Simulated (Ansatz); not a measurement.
# H2O on Nb(110), shortbridge start, 2x2 cell: photoemission fingerprints, part 3 of 3

Aim: how the adsorbate changes the work function, the valence spectrum and the core levels in H2O on Nb(110), shortbridge start, 2x2 cell.

Ansatz 0.2.0; DFT, PBE, plane-wave PAW, default files, scalar-relativistic.

So far, work function, upper face (eV): step 2 (the clean face) 4.48; step 3 (relaxing the atoms) 2.84; step 4 (layer-resolved bands, DOS and potential) 2.84.

### Step 5. Core levels by total-energy differences

XPS shifts tell sites apart. Each chosen atom gets a core hole in a self-consistent pass of its own.

The input, input.yaml:

```yaml
crystal:
  lattice:
    - [6.62, 0.0, 0.0]
    - [3.31, 4.6810468915, 0.0]
    - [0.0, 0.0, 24.0215703372]
  atoms:
    - { symbol: H, position: [0.1456876146, 0.1355498352, 0.7083411503] }
    - { symbol: H, position: [0.8474614212, 0.3733902255, 0.7074398779] }
    - { symbol: O_h, position: [-0.0022511654, 0.2518931625, 0.6848775136] }
    - { symbol: Nb, position: [0.0013047674, -0.0090801809, 0.6031989216] }
    - { symbol: Nb, position: [0.5132957277, -0.01360018, 0.5993133209] }
    - { symbol: Nb_h, position: [-0.0019470966, 0.509339107, 0.6031584603] }
    - { symbol: Nb_h, position: [0.4857268325, 0.5140586662, 0.5992994296] }
    - { symbol: Nb, position: [0.7501275607, 0.4999994208, 0.5075401257] }
    - { symbol: Nb, position: [0.2479177969, 0.5036320128, 0.5070539172] }
    - { symbol: Nb, position: [0.7519104552, -0.0034678698, 0.5070813385] }
    - { symbol: Nb, position: [0.2496594223, 0.0001759013, 0.5075204773] }
    - { symbol: Nb_h, position: [0.0, 0.0, 0.409653628] }
    - { symbol: Nb, position: [0.5, 0.0, 0.409653628] }
    - { symbol: Nb, position: [0.0, 0.5, 0.409653628] }
    - { symbol: Nb, position: [0.5, 0.5, 0.409653628] }
    - { symbol: Nb, position: [0.75, 0.5, 0.312219388] }
    - { symbol: Nb, position: [0.25, 0.5, 0.312219388] }
    - { symbol: Nb, position: [0.75, 0.0, 0.312219388] }
    - { symbol: Nb, position: [0.25, 0.0, 0.312219388] }
kpoints:
  mp_grid: { grid: [8, 8, 1] }
scf:
  occupations: { method: fermi_dirac, width: 0.05 }
  n_extra_bands: 15
hamiltonian:
  xc: pbe
  pseudopotentials: { kind: paw }
output:
  forces: true
  write_potential: true
  volumetric_format: []
  core_levels:
    shells: { O_h: "1s", Nb_h: "3d" }
    counted_from: fermi_level
    add_spin: false
efield:
  axis: 3
  dipole_correction: true
```

Started as:

```console
ansatz run input.yaml --threads 8 --pin off --max-ram 20480MiB --backend cpu --events-out ev --progress --plain --runs-dir out
```

Run time: 9.8 min. Hardware: 8 threads of Arm Neoverse V1, shared host; peak memory 4.8 GiB.

Levels are total-energy differences with one electron taken from the core. The electron goes to the Fermi level, so the difference is a binding energy from E_F. The hole's nearest image is 5.7 Å away, and the holes carry no spin, so absolute levels are rough.

```tsv
atom	region	shell	level (eV)	shift (eV)	potential at nucleus, shift (V)	j lines (eV)	doubts
O3	adsorbate	1s	533.18	-	+0.00	-	-
Nb6	layer 1	3d	201.66	+0.23	+0.47	203.31 / 200.55	-
Nb7	layer 1	3d	201.53	+0.10	+0.31	203.18 / 200.42	-
Nb12	layer 3	3d	201.43	+0.00	+0.00	203.08 / 200.32	-
```

Levels of p, d and f shells are means over their two j lines, weighted by degeneracy; the splitting comes from the atom's own solve. Shifts count from the last listed atom of each element. A higher potential at the nucleus binds core electrons more tightly, so that column is a rough initial-state shift.

The Nb 3d lines of the listed atoms alone (other atoms of the cell aren't counted), as Gaussians 0.5 eV wide, no depth weighting. Intensity against Nb 3d level; read off at these points:

```tsv
Nb 3d level (eV)	intensity (%)
199.40	0.00318
199.60	0.131
199.80	2.31
200.00	17.7
200.20	61.2
200.40	99.1
200.43	100.0
200.60	77.4
200.80	29.2
201.00	5.17
201.20	0.410
201.40	0.0142
201.60	2.1e-4
201.80	0
202.00	0
202.20	0.00481
202.40	0.166
202.60	2.47
202.80	16.1
203.00	47.6
203.20	66.5
203.40	45.2
203.60	14.8
203.80	2.24
204.00	0.152
204.20	0.00444
```

### Step 6. A slab without images along the normal

Cutting the Coulomb interaction along the normal removes the images by another route.

The input, input.yaml:

```yaml
crystal:
  lattice:
    - [6.62, 0.0, 0.0]
    - [3.31, 4.6810468915, 0.0]
    - [0.0, 0.0, 24.0215703372]
  atoms:
    - { symbol: H, position: [0.1456876146, 0.1355498352, 0.7083411503] }
    - { symbol: H, position: [0.8474614212, 0.3733902255, 0.7074398779] }
    - { symbol: O, position: [-0.0022511654, 0.2518931625, 0.6848775136] }
    - { symbol: Nb, position: [0.0013047674, -0.0090801809, 0.6031989216] }
    - { symbol: Nb, position: [0.5132957277, -0.01360018, 0.5993133209] }
    - { symbol: Nb, position: [-0.0019470966, 0.509339107, 0.6031584603] }
    - { symbol: Nb, position: [0.4857268325, 0.5140586662, 0.5992994296] }
    - { symbol: Nb, position: [0.7501275607, 0.4999994208, 0.5075401257] }
    - { symbol: Nb, position: [0.2479177969, 0.5036320128, 0.5070539172] }
    - { symbol: Nb, position: [0.7519104552, -0.0034678698, 0.5070813385] }
    - { symbol: Nb, position: [0.2496594223, 0.0001759013, 0.5075204773] }
    - { symbol: Nb, position: [0.0, 0.0, 0.409653628] }
    - { symbol: Nb, position: [0.5, 0.0, 0.409653628] }
    - { symbol: Nb, position: [0.0, 0.5, 0.409653628] }
    - { symbol: Nb, position: [0.5, 0.5, 0.409653628] }
    - { symbol: Nb, position: [0.75, 0.5, 0.312219388] }
    - { symbol: Nb, position: [0.25, 0.5, 0.312219388] }
    - { symbol: Nb, position: [0.75, 0.0, 0.312219388] }
    - { symbol: Nb, position: [0.25, 0.0, 0.312219388] }
  periodic: [true, true, false]
kpoints:
  mp_grid: { grid: [8, 8, 1] }
scf:
  occupations: { method: fermi_dirac, width: 0.05 }
  n_extra_bands: 21
hamiltonian:
  xc: pbe
  pseudopotentials: { kind: paw }
output:
  forces: true
  write_potential: true
  volumetric_format: []
  dos:
    projected:
      site_lists:
        adsorbate: [0, 1, 2]
        layer_1: [3, 4, 5, 6]
        layer_2: [7, 8, 9, 10]
        layer_3: [11, 12, 13, 14]
        other_layers: [15, 16, 17, 18]
    de: 0.05
    e_range: [-30, 12]
    method: { smearing: { sigma: 0.15, scheme: gaussian } }
```

The job ended after 3.6 min (8 threads; peak memory 8 GiB).

This step gave:

```
energy at zero smearing : -73428.0878 eV
Fermi energy            : -3.687 eV
```

The DOS has structure finer than the step of the table below, so its rows give means over 1 eV, whole bins alone (the curve runs from -30.0 to 1.43 eV). Peaks (eV: height): total -23.6: 7.21, -2.6: 23.2, -1.4: 31.8, -0.5: 27.8; Nb 4d -2.6: 19.2, -1.4: 30.6; Nb 5s -3.4: 4.86, -0.5: 2.91; O 2p -11.6: 4.75, -8.6: 5.39, -6.3: 6.53; Nb 5p* -2.4: 0.466, 0.1: 1.19, 1.1: 1.40.

* holds the states left over by the projection beside any projected weight of its own. DOS against E, zero at the Fermi level; means over each step; 7 of 8 lines; values in states/eV/cell:

```tsv
E (eV)	total	Nb 4d	Nb 5s	O 2p	Nb 5p*	H 1s	O 2s
-29	0.0536	1.3e-4	4.7e-5	0	0	0	0
-28	0	0	0	0	0	0	0
-27	0	0	0	0	0	0	0
-26	0	0	0	0	0	0	0
-25	0	0	0	0	0	0	0
-24	1.39	0.0186	0.0124	0.0276	0.00644	0.300	1.01
-23	0.611	0.00818	0.00545	0.0121	0.00283	0.132	0.445
-22	0	0	0	0	0	0	0
-21	0	0	0	0	0	0	0
-20	0	0	0	0	0	0	0
-19	0	0	0	0	0	0	0
-18	0	0	0	0	0	0	0
-17	0	0	0	0	0	0	0
-16	0	0	0	0	0	0	0
-15	0	0	0	0	0	0	0
-14	0	0	0	0	0	0	0
-13	0	0	0	0	0	0	0
-12	1.65	0.0123	0.00156	1.17	0.0292	0.440	0
-11	0.345	0.00257	3.2e-4	0.244	0.00608	0.0917	0
-10	0	0	0	0	0	0	0
-9	1.28	0.0739	0.0518	1.000	0.0158	0.0743	0.0659
-8	0.718	0.0411	0.0285	0.561	0.00891	0.0417	0.0371
-7	0.0940	0.00438	0.00289	0.0862	5.4e-4	2.0e-6	0
-6	1.96	0.0903	0.103	1.75	0.0116	5.8e-5	1.4e-4
-5	1.03	0.0281	0.970	0.00506	0.0256	3.3e-4	0.00170
-4	3.33	0.952	2.27	0.00970	0.0976	0.00220	0.00516
-3	17.9	13.6	3.90	0.0284	0.325	0.00699	0.00927
-2	18.3	16.7	1.29	0.0260	0.357	0.00513	0.00736
-1	26.7	24.7	1.36	0.0277	0.589	0.0576	0.0341
0	21.6	18.1	2.27	0.0226	0.990	0.102	0.0464
```

Simulated valence spectra by photon energy, shown to 13 eV, since a deeper line would dwarf them at some energies; the 100 % can be that line's tail at the edge; this run's widths, added to any smearing of the DOS itself: Gaussian 0.35 eV, Lorentzian 0.05 eV plus 0.08 an eV of depth. The intensity by binding energy, zero at the Fermi level; values in % of the maximum within 13 eV:

```tsv
binding energy (eV)	21.2 eV	40.8 eV	60 eV	1486.7 eV	8047.8 eV
-1	1.31	1.67	0.908	1.47	2.03
0	43.2	45.2	17.1	44.4	48.6
1	91.7	95.6	34.8	91.7	79.9
2	57.5	58.7	21.8	58.4	57.9
3	48.2	48.6	19.2	52.8	85.9
4	6.58	9.02	5.86	9.57	37.8
5	2.20	7.61	8.07	3.01	16.1
6	9.06	57.6	68.3	2.03	4.84
7	3.42	21.4	25.2	1.10	2.49
8	4.57	29.0	34.5	1.49	3.01
9	5.17	33.9	40.4	1.63	3.21
10	0.902	9.48	11.1	0.715	1.86
11	0.396	22.6	26.2	0.796	1.87
12	-	32.4	37.6	0.910	2.01
```

Maxima picked by a test of local sharpness, so broad peaks and shoulders can be missing; peaks within 0.45 eV of a curve's cut are left out. Valence peaks, by row:

```tsv
photon energy (eV)	binding energy (eV)	height (% of the maximum within 13 eV)	main shell	its share (%)
21.2	8.55	9.699	O 2p	85.55
21.2	6.3	12.93	O 2p	91.51
21.2	2.45	65.52	Nb 4d	99.21
21.2	1.35	100	Nb 4d	99.57
21.2	0.55	90.21	Nb 4d	98.7
40.8	23.55	10.04	O 2s	70.69
40.8	11.6	45.52	O 2p	91.79
40.8	8.55	62.1	O 2p	94.61
40.8	6.3	84.1	O 2p	98.16
40.8	2.45	66.78	Nb 4d	95.31
40.8	1.3	100	Nb 4d	97.56
40.8	0.65	95.76	Nb 4d	95.61
60	23.55	17.06	O 2s	86.66
60	11.6	52.76	O 2p	95.27
60	8.55	74.23	O 2p	95.19
60	6.3	100	O 2p	99.3
60	2.45	25.3	Nb 4d	84.1
60	1.3	35.68	Nb 4d	91.43
60	0.65	35.95	Nb 4d	85.13
1487	23.65	9.113	O 2s	62.43
1487	2.5	68.61	Nb 4d	92.88
1487	1.35	100	Nb 4d	98.19
1487	0.5	92.32	Nb 4d	94.43
8048	23.85	22.79	Nb 4p	59.62
8048	8.55	4.693	O 2s	34.57
8048	2.65	90.02	Nb 5s	54.06
8048	0.45	100	Nb 4d	56.98
```

The planar mean, electrostatic potential oscillates, so the rows of the table below give means over windows of 1 Å about each position, cut where the curve ends. Its maxima inside the range that stand out by 2 % of the span (Å: eV): 8.6: -1.06, 11.0: -1.05, 13.4: -1.90, 15.9: 1.26. Its minima: 7.4: -21.6, 9.8: -21.5, 12.2: -21.5, 14.4: -21.6, 16.8: 0.300.

From the Fermi level. Table of planar mean, electrostatic potential by z; means over each step:

z (Å), planar mean, electrostatic potential (eV) and a bar from the least value:
```
        0        4.5 ##############################
        1        4.5 ##############################
        2        4.5 ##############################
        3        4.5 ##############################
        4        4.5 ##############################
        5        4.3 ##############################
        6        2.0 ###########################
        7      -12.7 ######
        8      -12.5 #######
        9       -6.1 ###############
       10      -17.5 
       11       -3.6 ###################
       12      -17.3 
       13       -6.9 ##############
       14      -13.6 #####
       15      -11.7 ########
       16        0.7 #########################
       17        0.9 #########################
       18        2.6 ###########################
       19        2.8 ############################
       20        2.8 ############################
       21        2.8 ############################
       22        2.8 ############################
       23        2.8 ############################
       24        2.8 ############################
       25        2.8 ############################
       26        2.8 ############################
       27        2.8 ############################
       28        2.8 ############################
       29        2.8 ############################
       30        2.8 ############################
       31        2.8 ############################
       32        2.8 ############################
       33        3.0 ############################
       34        4.1 #############################
       35        4.5 ##############################
       36        4.5 ##############################
       37        4.5 ##############################
       38        4.5 ##############################
       39        4.5 ##############################
       40        4.5 ##############################
       41        4.5 ##############################
       42        4.5 ##############################
```

Spectra as before, but with a recipe of its own (widths, and in some runs the light), which changes peak heights and what is resolved: Gaussian 0.35 eV, Lorentzian 0.05 eV plus 0.08 times the binding energy, linear light, analyser at 30°, emission 60° from the normal, Fermi edge at 300 K; some photon energies differ too.

The two runs compared:

```tsv
quantity	this run	base run	difference
work function, lower face (eV)	4.535	4.5346	4.0e-4
```

The work function move by 0.00 eV at most against the base run, so this change doesn't matter for them.

### Step 7. Summary of results

```yaml
work_function: 2.84 eV (other face 4.53 eV)
change_from_the_clean_face: -1.64 eV
nb_4d_centre_of_the_filled_part_above_minus_10_ev_from_the_plotted_curve_layer_1: -1.57 eV
nb_4d_centre_of_the_filled_part_above_minus_10_ev_from_the_plotted_curve_layer_3: -1.69 eV
nb_core_shifts_among_the_listed_atoms_from_the_last_listed_one: +0.00 to +0.23 eV
```

What this shows: The Fermi level of H2O on Nb(110), shortbridge start, 2x2 cell lies 2.84 eV (other face 4.53 eV) below the vacuum, a change of -1.64 eV from the clean face. Only the strongest levels a point were stored, too few to count surface states. After relaxation O3 stands 2.01 Å above the top layer, bonded to 2 Nb atoms at 2.46 Å. The bare lower face differs from the lower face of the clean 1×1 slab by 0.00 eV, a measure of the error from mesh and slab. Core shifts: Nb +0.00 to +0.23 eV. Among the sites run, the most bound Nb 3d level is that of Nb6 (layer 1), bonded to 10 Nb and 1 O; the least bound, 0.23 eV shallower, that of Nb12 (layer 3), bonded to 14 Nb. At 21.2 eV the valence spectrum has its highest listed peaks within 10.8 eV at 1.2 eV (Nb 4d) and 2.4 eV (Nb 4d). At 1486.7 eV the valence spectrum has its highest listed peaks within 13 eV at 1.2 eV (Nb 4d) and 2.4 eV (Nb 4d). The shell named is the one with most of the intensity, cross sections included, not always the one with most states there. In the main run, from 1486.7 eV towards hard X-rays the Nb 5s share grows by 10 points, as its cross section falls more slowly with photon energy than those of the shells it gains on. With Coulomb interaction cut along the normal, the work function stays within 0.02 eV. The run has no spin polarisation and ends without a clear gap; magnetic or distorted states weren't searched for. The window's lower edge cuts through the Nb 4p line, so its counts, centres and shares of the area are artefacts of the cut. The slab's own atoms span 7.0 Å, so bulk bands appear as a few quantum-well levels, and states of the two faces can mix. The program warns of density or levels in the vacuum in some of these runs, so vacuum levels and energy differences can be a little off.

[Logs are printed without paths, hosts, clocks, repeated set-up lines and the standing remarks that a program may print on its own settings, such as how far it seeks lower states.]

[Hosts, paths, dates, database ids (printed as entryN), source tags and the programs' standing remarks are cut or masked in the printed files.]

[Maps of the electrostatic potential energy from Ansatz leave out the sawtooth potential of an applied field or a dipole correction, so their vacuum need not be flat; work functions include it.]
